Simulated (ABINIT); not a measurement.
## SrTiO3 (Tausonite): Bethe-Salpeter spectra with ABINIT

Aim: the absorption spectrum of SrTiO3 (Tausonite) with electron-hole interaction, and what each part of the kernel does.

Program: ABINIT 10.8.3. Level of theory: PBE and many-body steps on it, plane waves. Results are calculated unless marked as measured.

This is a report of a sequence of runs, with most program output left out.

### 1. Starting point

Symmetry: Pm-3m, No. 221, cubic system. Conventional cell: a = 3.905 Å, b = 3.905 Å, c = 3.905 Å, α = 90.00°, β = 90.00°, γ = 90.00°. Nearest to Sr lie 12 O at 2.76 Å. Nearest to Ti lie 6 O at 1.95 Å. Nearest to O lie 2 Ti at 1.95 Å and 4 Sr at 2.76 Å. Farther neighbours and most contacts between anions are not listed.

The cell and positions come from the Crystallography Open Database and are kept as given unless a step says otherwise.

### 2. Empty states on the mesh, 4×4×4 mesh, 98 bands

This step: ABINIT 10.8.3; DFT, PBE, plane waves, norm-conserving pseudopotentials.

The sums over transitions need many empty states on a uniform mesh; this step solves for them.

Input file run.abi:

```
acell 3*1.0 Angstrom
rprim 
  3.905280000000 0.000000000000 0.000000000000
  0.000000000000 3.905280000000 0.000000000000
  0.000000000000 0.000000000000 3.905280000000
ntypat 3
znucl 38 22 8
natom 5
typat 1 2 3 3 3
xred 
  0.500000000000 0.500000000000 0.500000000000
  0.000000000000 0.000000000000 0.000000000000
  0.500000000000 0.000000000000 0.000000000000
  0.000000000000 0.500000000000 0.000000000000
  0.000000000000 0.000000000000 0.500000000000
pp_dirpath "pseudos"
pseudos "Sr.upf, Ti.upf, O.upf"
ecut 38
ngkpt 4 4 4
nshiftk 1
shiftk 0 0 0
kptopt 1
chksymbreak 0
iscf -2
irdden 1
istwfk *1
nband 98
nbdbuf 8
tolwfr 1e-09
nstep 60
prtvol 0
indata_prefix "in"
outdata_prefix "out"
tmpdata_prefix "tmp"
```

On the command line:

```sh
$ OMP_NUM_THREADS=1 mpirun -n 8 abinit run.abi > log
```

The job ended after 23 s (8 MPI ranks of Arm Neoverse V2, shared host; peak memory 0.6 GiB).

Numbers from this step:

```
gap                                                           : 1.908 eV
k of the valence top                                          : 0.5, 0.5, 0.5
k of the conduction bottom                                    : 0, 0, 0
least direct gap                                              : 2.263 eV
k points computed                                             : 10
lowest point of the top converged band, above the valence top : 51.9865 eV
```

On this mesh the gap is 1.908 eV.

The density comes from a self-consistent run that is not shown.

### 3. Screening, 4×4×4 mesh, 90 bands, screening to 130.6 eV

The RPA dielectric matrix is built and inverted for each q.

This step: RPA screening on PBE, plane waves, norm-conserving pseudopotentials.

run.abi, as its differences from that of step 2:

```diff
@@ -23,10 +23,11 @@
 chksymbreak 0
-iscf -2
-irdden 1
 istwfk *1
-nband 98
-nbdbuf 8
-tolwfr 1e-09
-nstep 60
-prtvol 0
+occopt 1
+irdwfk 1
+optdriver 3
+nband 90
+ecuteps 4.8
+inclvkb 2
+awtr 1
+symchi 1
 indata_prefix "in"
```

Wall time 23 s (8 MPI ranks); peak memory 1.6 GiB.

Numbers from this step:

```yaml
eps_infinity_with_local_fields_on_this_mesh_along_the_program_s_q_direction: 6.404
the_same_without_local_fields: 6.761
plasma_frequency: 30.43 eV
plane_waves_in_the_screening_matrix: 203
```

Local fields lower ε∞ by 5 %. On a Γ-centred mesh this coarse the value itself is usually too large, while a short band sum pulls it down.

### 4. Self-energy, 4×4×4 mesh, 90 bands, screening to 130.6 eV

The self-energy is evaluated for the states that the input lists, and the levels follow from it, in one-shot runs by the linearised quasiparticle equation.

This step: G0W0 on PBE, plane waves, norm-conserving pseudopotentials.

run.abi, as its differences from that of step 3:

```diff
@@ -26,8 +26,17 @@
 irdwfk 1
-optdriver 3
+optdriver 4
 nband 90
+gwcalctyp 0
+ecutsigx 38
+symsigma 1
+nkptgw 2
+kptgw 
+  0.5000000000 0.5000000000 0.5000000000
+  0.0000000000 0.0000000000 0.0000000000
+bdgw 
+  18 23
+  18 23
 ecuteps 4.8
-inclvkb 2
-awtr 1
-symchi 1
+irdscr 1
+ppmodel 1
 indata_prefix "in"
```

Run time: 6 s. Hardware: 8 MPI ranks; peak memory 1.7 GiB; 47 s of CPU time.

Numbers from this step:

| Property | Result |
| --- | --- |
| G0W0 gap on the points computed | 3.532 eV |
| starting gap on the mesh | 1.908 eV |
| k of the valence top | 0.5, 0.5, 0.5 |
| k of the conduction bottom | 0, 0, 0 |
| least direct G0W0 gap on the computed points | 3.909 eV |

The gap on the mesh goes from 1.91 eV to 3.53 eV, a correction of +1.62 eV.

The gap opens by 1.624 eV; the next steps shift the empty bands rigidly by 1.646 eV, the correction at the start's least direct gap.

### 5. Dielectric constant by perturbation theory

The response to a uniform field gives ε∞, a yardstick for the screening that GW builds on its mesh.

This step: DFT, PBE, linear response to an electric field, plane waves, norm-conserving pseudopotentials.

run.abi, as its differences from that of step 4:

```diff
@@ -18,25 +18,31 @@
 ecut 38
-ngkpt 4 4 4
+ngkpt 6 6 6
 nshiftk 1
-shiftk 0 0 0
-kptopt 1
+shiftk 0.5 0.5 0.5
 chksymbreak 0
+ndtset 3
+nband 20
+occopt 1
 istwfk *1
-occopt 1
-irdwfk 1
-optdriver 4
-nband 90
-gwcalctyp 0
-ecutsigx 38
-symsigma 1
-nkptgw 2
-kptgw 
-  0.5000000000 0.5000000000 0.5000000000
-  0.0000000000 0.0000000000 0.0000000000
-bdgw 
-  18 23
-  18 23
-ecuteps 4.8
-irdscr 1
-ppmodel 1
+nstep 60
+tolwfr1 1e-18
+iscf2 -3
+rfelfd2 2
+kptopt2 2
+getwfk2 1
+tolwfr2 1e-18
+rfelfd3 3
+kptopt3 2
+getwfk3 1
+getddk3 2
+tolvrs3 1e-08
+rfdir 1 1 1
+nqpt2 1
+nqpt3 1
+qpt 0 0 0
+prtwf3 0
+prtden 0
+optforces1 0
+optstress1 0
+kptopt1 1
 indata_prefix "in"
```

Elapsed: 7.6 min, on 8 MPI ranks; peak memory 1.2 GiB; 61 min of CPU time.

The field response gives a mean ε∞ of 6.14, which the model screening below takes as its input.

### 6. Excitons

Optical absorption needs the electron-hole interaction, solved here in a basis of vertical transitions on the mesh.

This step: Bethe-Salpeter equation on PBE with a scissors shift, plane waves, norm-conserving pseudopotentials.

run.abi, as its differences from that of step 5:

```diff
@@ -18,31 +18,25 @@
 ecut 38
-ngkpt 6 6 6
+ngkpt 4 4 4
 nshiftk 1
-shiftk 0.5 0.5 0.5
+shiftk 0 0 0
+kptopt 1
 chksymbreak 0
-ndtset 3
-nband 20
+istwfk *1
 occopt 1
-istwfk *1
-nstep 60
-tolwfr1 1e-18
-iscf2 -3
-rfelfd2 2
-kptopt2 2
-getwfk2 1
-tolwfr2 1e-18
-rfelfd3 3
-kptopt3 2
-getwfk3 1
-getddk3 2
-tolvrs3 1e-08
-rfdir 1 1 1
-nqpt2 1
-nqpt3 1
-qpt 0 0 0
-prtwf3 0
-prtden 0
-optforces1 0
-optstress1 0
-kptopt1 1
+irdwfk 1
+optdriver 99
+bs_calctype 1
+mbpt_sciss 1.646 eV
+bs_loband 15
+nband 23
+bs_exchange_term 1
+bs_coulomb_term 11
+bs_coupling 0
+bs_algorithm 1
+bs_freq_mesh 0 7 0.05 eV
+zcut 0.1 eV
+ecuteps 3
+ecutwfn 19
+inclvkb 2
+irdscr 1
 indata_prefix "in"
```

The job ended after 23 s (8 MPI ranks; peak memory 0.73 GiB; 3 min of CPU time).

Numbers from this step:

| Item | Value |
| --- | --- |
| direct gap of the transition levels | 3.909 eV |
| transitions in the window | 1152 |
| first strong exciton (over a fiftieth of the strongest listed) | 3.455 eV |
| lowest state | 3.450 eV |
| binding of the lowest state below the direct gap | 0.4590 eV |
| Coulomb term of one mesh cell | 0.4088 eV |

The binding is 1.1 times the screened Coulomb term of one mesh cell (0.41 eV), so it is not shown settled.

The lowest state lies at 3.450 eV, 0.459 eV under the direct gap.

Lines within 3 meV are set at the lowest of them, and the highest group, which the list may cut short, is left out. Lines of the exciton spectrum (strongest = 100):

```csv
position (eV),lines merged,"oscillator strength, relative"
3.450,3,0.0
3.455,3,85
3.489,3,0.0
3.768,3,0.0
3.772,3,100
```

The ε₂ has structure finer than the step of the table below, so its rows give means over 0.2 eV, whole bins alone (the curve runs from 0 to 6.95 eV). Peaks (eV: height): BSE 3.45: 7.84, 3.75: 8.91, 4.30: 5.55, 5.15: 14.5; no electron-hole interaction 4.25: 7.28, 5.70: 9.32, 6.15: 12.2; Kohn-Sham, no shift 2.60: 7.34, 4.05: 9.20, 4.50: 12.3.

Mean over the three Cartesian directions of q; broadening 0.1 eV; transition window only. Limits: finite bands, cutoff and mesh; no spin-orbit coupling; coarse k mesh; exciton not shown settled in the k mesh. The ε₂ by photon energy; means over each step:

```csv
photon energy (eV),BSE,no electron-hole interaction,"Kohn-Sham, no shift"
0.2,0.00480,0.00280,0.00983
0.4,0.00974,0.00560,0.0203
0.6,0.0150,0.00854,0.0319
0.8,0.0207,0.0116,0.0457
1.0,0.0271,0.0151,0.0631
1.2,0.0345,0.0188,0.0865
1.4,0.0434,0.0230,0.121
1.6,0.0542,0.0279,0.176
1.8,0.0680,0.0337,0.285
2.0,0.0862,0.0406,0.594
2.2,0.111,0.0491,1.95
2.4,0.149,0.0600,2.91
2.6,0.208,0.0745,6.14
2.8,0.317,0.0945,4.53
3.0,0.562,0.124,3.51
3.2,1.42,0.172,2.16
3.4,5.64,0.262,1.02
3.6,5.41,0.492,1.49
3.8,7.26,1.54,3.45
4.0,3.35,2.63,6.82
4.2,3.96,5.83,7.14
4.4,3.41,4.89,10.8
4.6,1.64,3.47,10.1
4.8,3.08,2.79,4.76
5.0,9.44,1.09,2.05
5.2,12.4,1.25,1.41
5.4,6.03,3.07,1.11
5.6,4.54,5.57,1.11
5.8,2.67,7.56,1.48
6.0,1.35,9.67,0.710
6.2,0.779,11.2,0.383
6.4,0.618,5.70,0.316
6.6,0.493,2.42,0.171
6.8,0.578,1.54,0.112
```

### 7. Model screening

run.abi, as its differences from that of step 6:

```diff
@@ -29,6 +29,6 @@
 mbpt_sciss 1.646 eV
-bs_loband 15
+bs_loband 18
 nband 23
 bs_exchange_term 1
-bs_coulomb_term 11
+bs_coulomb_term 21
 bs_coupling 0
@@ -40,3 +40,4 @@
 inclvkb 2
-irdscr 1
+mdf_epsinf 6.14
+irdden 1
 indata_prefix "in"
```

It took 7.7 s on 8 MPI ranks; peak memory 0.65 GiB; 61 s of CPU time.

Numbers from this step:

| Property | Result |
| --- | --- |
| direct gap of the transition levels | 3.909 eV |
| transitions in the window | 576 |
| first strong exciton (over a fiftieth of the strongest listed) | 3.468 eV |
| lowest state | 3.465 eV |
| binding of the lowest state below the direct gap | 0.4443 eV |
| Coulomb term of one mesh cell | 0.4264 eV |

The binding is 1.0 times the screened Coulomb term of one mesh cell (0.43 eV), so it is not shown settled.

The lowest state lies at 3.465 eV, 0.444 eV under the direct gap.

### 8. Empty states on the mesh, 6×6×6 mesh, 32 bands

This step: DFT, PBE, plane waves, norm-conserving pseudopotentials.

run.abi, as its differences from that of step 7:

```diff
@@ -18,3 +18,3 @@
 ecut 38
-ngkpt 4 4 4
+ngkpt 6 6 6
 nshiftk 1
@@ -23,21 +23,10 @@
 chksymbreak 0
+iscf -2
+irdden 1
 istwfk *1
-occopt 1
-irdwfk 1
-optdriver 99
-bs_calctype 1
-mbpt_sciss 1.646 eV
-bs_loband 18
-nband 23
-bs_exchange_term 1
-bs_coulomb_term 21
-bs_coupling 0
-bs_algorithm 1
-bs_freq_mesh 0 7 0.05 eV
-zcut 0.1 eV
-ecuteps 3
-ecutwfn 19
-inclvkb 2
-mdf_epsinf 6.14
-irdden 1
+nband 32
+nbdbuf 4
+tolwfr 1e-09
+nstep 60
+prtvol 0
 indata_prefix "in"
```

It took 12 s on 8 MPI ranks; peak memory 0.55 GiB.

Numbers from this step:

```yaml
gap: 1.908 eV
k_of_the_valence_top: 0.5, 0.5, 0.5
k_of_the_conduction_bottom: 0, 0, 0
least_direct_gap: 2.263 eV
k_points_computed: 20
lowest_point_of_the_top_converged_band_above_the_valence_top: 6.244 eV
```

On this mesh the gap is 1.908 eV.

### 9. k mesh (6×6×6)

This step: Bethe-Salpeter equation on PBE with a scissors shift, plane waves, norm-conserving pseudopotentials.

run.abi, as its differences from that of step 8:

```diff
@@ -23,10 +23,21 @@
 chksymbreak 0
-iscf -2
+istwfk *1
+occopt 1
+irdwfk 1
+optdriver 99
+bs_calctype 1
+mbpt_sciss 1.646 eV
+bs_loband 18
+nband 23
+bs_exchange_term 1
+bs_coulomb_term 21
+bs_coupling 0
+bs_algorithm 1
+bs_freq_mesh 0 7 0.05 eV
+zcut 0.1 eV
+ecuteps 3
+ecutwfn 19
+inclvkb 2
+mdf_epsinf 6.14
 irdden 1
-istwfk *1
-nband 32
-nbdbuf 4
-tolwfr 1e-09
-nstep 60
-prtvol 0
 indata_prefix "in"
```

Elapsed: 69 s, on 8 MPI ranks; peak memory 0.88 GiB.

This step gave:

```
direct gap of the transition levels                            : 3.909 eV
transitions in the window                                      : 1944
first strong exciton (over a fiftieth of the strongest listed) : 3.604 eV
lowest state                                                   : 3.602 eV
binding of the lowest state below the direct gap               : 0.3070 eV
Coulomb term of one mesh cell                                  : 0.2843 eV
```

The binding is 1.1 times the screened Coulomb term of one mesh cell (0.28 eV), so it is not shown settled.

The lowest state lies at 3.602 eV, 0.307 eV under the direct gap.

The window of bands is narrower than in the first exciton run, so this row is not like for like with it.

### 10. Empty states on the mesh, 8×8×8 mesh, 32 bands

This step: DFT, PBE, plane waves, norm-conserving pseudopotentials.

run.abi, as its differences from that of step 9:

```diff
@@ -18,3 +18,3 @@
 ecut 38
-ngkpt 6 6 6
+ngkpt 8 8 8
 nshiftk 1
@@ -23,21 +23,10 @@
 chksymbreak 0
+iscf -2
+irdden 1
 istwfk *1
-occopt 1
-irdwfk 1
-optdriver 99
-bs_calctype 1
-mbpt_sciss 1.646 eV
-bs_loband 18
-nband 23
-bs_exchange_term 1
-bs_coulomb_term 21
-bs_coupling 0
-bs_algorithm 1
-bs_freq_mesh 0 7 0.05 eV
-zcut 0.1 eV
-ecuteps 3
-ecutwfn 19
-inclvkb 2
-mdf_epsinf 6.14
-irdden 1
+nband 32
+nbdbuf 4
+tolwfr 1e-09
+nstep 60
+prtvol 0
 indata_prefix "in"
```

Run time: 18 s. Hardware: 8 MPI ranks; peak memory 0.58 GiB; 2.4 min of CPU time.

This step gave:

```
gap                                                           : 1.908 eV
k of the valence top                                          : 0.5, 0.5, 0.5
k of the conduction bottom                                    : 0, 0, 0
least direct gap                                              : 2.263 eV
k points computed                                             : 35
lowest point of the top converged band, above the valence top : 6.244 eV
```

On this mesh the gap is 1.908 eV.

### 11. k mesh (8×8×8)

This step: Bethe-Salpeter equation on PBE with a scissors shift, plane waves, norm-conserving pseudopotentials.

run.abi, as its differences from that of step 10:

```diff
@@ -23,10 +23,21 @@
 chksymbreak 0
-iscf -2
+istwfk *1
+occopt 1
+irdwfk 1
+optdriver 99
+bs_calctype 1
+mbpt_sciss 1.646 eV
+bs_loband 18
+nband 23
+bs_exchange_term 1
+bs_coulomb_term 21
+bs_coupling 0
+bs_algorithm 1
+bs_freq_mesh 0 7 0.05 eV
+zcut 0.1 eV
+ecuteps 3
+ecutwfn 19
+inclvkb 2
+mdf_epsinf 6.14
 irdden 1
-istwfk *1
-nband 32
-nbdbuf 4
-tolwfr 1e-09
-nstep 60
-prtvol 0
 indata_prefix "in"
```

Run time: 9 min. Hardware: 8 MPI ranks; peak memory 1.4 GiB.

This step gave:

```yaml
direct_gap_of_the_transition_levels: 3.909 eV
transitions_in_the_window: 4608
first_strong_exciton_over_a_fiftieth_of_the_strongest_listed: 3.672 eV
lowest_state: 3.670 eV
binding_of_the_lowest_state_below_the_direct_gap: 0.2389 eV
coulomb_term_of_one_mesh_cell: 0.2132 eV
```

The binding is 1.1 times the screened Coulomb term of one mesh cell (0.21 eV), so it is not shown settled.

The lowest state lies at 3.670 eV, 0.239 eV under the direct gap.

The window of bands is narrower than in the first exciton run, so this row is not like for like with it.

### 12. Triplet (no exchange term)

run.abi, as its differences from that of step 11:

```diff
@@ -18,3 +18,3 @@
 ecut 38
-ngkpt 8 8 8
+ngkpt 4 4 4
 nshiftk 1
@@ -29,6 +29,6 @@
 mbpt_sciss 1.646 eV
-bs_loband 18
+bs_loband 15
 nband 23
-bs_exchange_term 1
-bs_coulomb_term 21
+bs_exchange_term 0
+bs_coulomb_term 11
 bs_coupling 0
@@ -40,4 +40,3 @@
 inclvkb 2
-mdf_epsinf 6.14
-irdden 1
+irdscr 1
 indata_prefix "in"
```

The job ended after 21 s (8 MPI ranks; peak memory 0.73 GiB).

The lowest triplet lies at 3.445 eV; without spin-orbit coupling triplets are dark, so no spectrum is read.

### 13. Negative scissors

run.abi, as its differences from that of step 12:

```diff
@@ -28,6 +28,6 @@
 bs_calctype 1
-mbpt_sciss 1.646 eV
-bs_loband 15
+mbpt_sciss -3.0 eV
+bs_loband 18
 nband 23
-bs_exchange_term 0
+bs_exchange_term 1
 bs_coulomb_term 11
@@ -35,4 +35,4 @@
 bs_algorithm 1
-bs_freq_mesh 0 7 0.05 eV
-zcut 0.1 eV
+bs_freq_mesh 0 2 0.05 eV
+zcut 0.15 eV
 ecuteps 3
```

Wall time 7.3 s (8 MPI ranks); peak memory 0.66 GiB.

The run stopped with an error after 7.3 s.

The program's words: 0x45d033df6573 in __libc_start_call_main #14  0x45d033df6657 in __libc_start_main_impl

The fault put into this input: negative scissors.

### 14. The runs together

Times are wall times on 8 MPI ranks of Arm Neoverse V2, shared host, good to a factor of about two.

```csv
run,mesh,transitions,broadening (eV),direct gap (eV),lowest state (eV),binding (eV),mesh cell's term (eV),tallest peak (eV),height,time
excitons,4×4×4,1152,0.1,3.909,3.450,0.459,0.409,5.15,14.5,23 s
model screening,4×4×4,576,0.1,3.909,3.465,0.444,0.426,5.25,14.1,7.7 s
k mesh (6×6×6),6×6×6,1944,0.1,3.909,3.602,0.307,0.284,4.95,10.1,69 s
k mesh (8×8×8),8×8×8,4608,0.1,3.909,3.670,0.239,0.213,5.35,8.99,9 min
triplet (no exchange term),4×4×4,1152,0.1,3.909,3.445,0.464,0.409,-,-,21 s
```

### 15. Results

* excitons: lowest state 3.450 eV (not settled in the k mesh)
* model screening: lowest state 3.465 eV (not settled in the k mesh)
* k mesh (6×6×6): lowest state 3.602 eV (not settled in the k mesh)
* k mesh (8×8×8): lowest state 3.670 eV (not settled in the k mesh)
* triplet (no exchange term): lowest state 3.445 eV (not settled in the k mesh)

**Reading.** On the 4×4×4 mesh the lowest exciton lies at 3.450 eV, 0.459 eV below the direct gap; one cell of the mesh carries a screened Coulomb term of 0.41 eV, so this binding is not shown settled. That state is dark or weak; the first strong one lies at 3.455 eV. Bindings below are those of the lowest state. Between the two densest meshes the binding falls by 0.96 of the fall in the mesh cell's term (the screened Coulomb energy of a charge repeated on the supercell that the mesh stands for). The binding is still 1.1 times that term, so the mesh does not resolve the exciton and no limit can be drawn. Model screening, against «excitons (4×4×4)»: the lowest state moves by +0.015 eV (keys changed: bs_loband, bs_coulomb_term, irdscr, mdf_epsinf and irdden). k mesh (6×6×6), against «model screening (4×4×4)»: the lowest state moves by +0.137 eV (keys changed: ngkpt). k mesh (8×8×8), against «k mesh (6×6×6)»: the lowest state moves by +0.068 eV (keys changed: ngkpt). Triplet (no exchange term), against «excitons (4×4×4)»: the lowest state stays within 0.01 eV (keys changed: bs_exchange_term). Triplets are dark. A rigid shift treats all transitions alike. In the G0W0 table the openings from the upper filled bands to the empty bands at the same k run from +1.65 to +1.95 eV (median +1.80), where the shift is +1.65 eV, so peaks stand off by such differences. Lines within a few meV of each other can be one level split by numerical noise, or distinct levels. Screening is static and electronic alone, and only transitions inside the band window count. The 4×4×4 mesh is coarse for this cell, which bears on the long-range parts of exchange and screening. The many-body steps are scalar-relativistic: spin-orbit coupling is not in them.

[Paths, hosts, dates, memory and timing lines, banners, echoed tables and standing remarks are left out of the program output.]

[Logs are printed without paths, hosts, clocks, repeated set-up lines and the standing remarks that a program may print on its own settings, such as how far it seeks lower states.]

[Runs of the session that timed out or met a known fault of the program may be left out.]

[Hosts, paths, dates, database ids (printed as entryN), source tags and the programs' standing remarks are cut or masked in the printed files.]

[G0W0 gaps are taken among the corrected bands and points alone; a level outside them can change the order at an edge.]

[Where Ansatz stands beside ABINIT at settings called matched, ABINIT's density can come from a denser mesh and the files from another edition; pairs whose starting gaps differed by over 0.03 eV were left out, so agreement reads better than it is.]
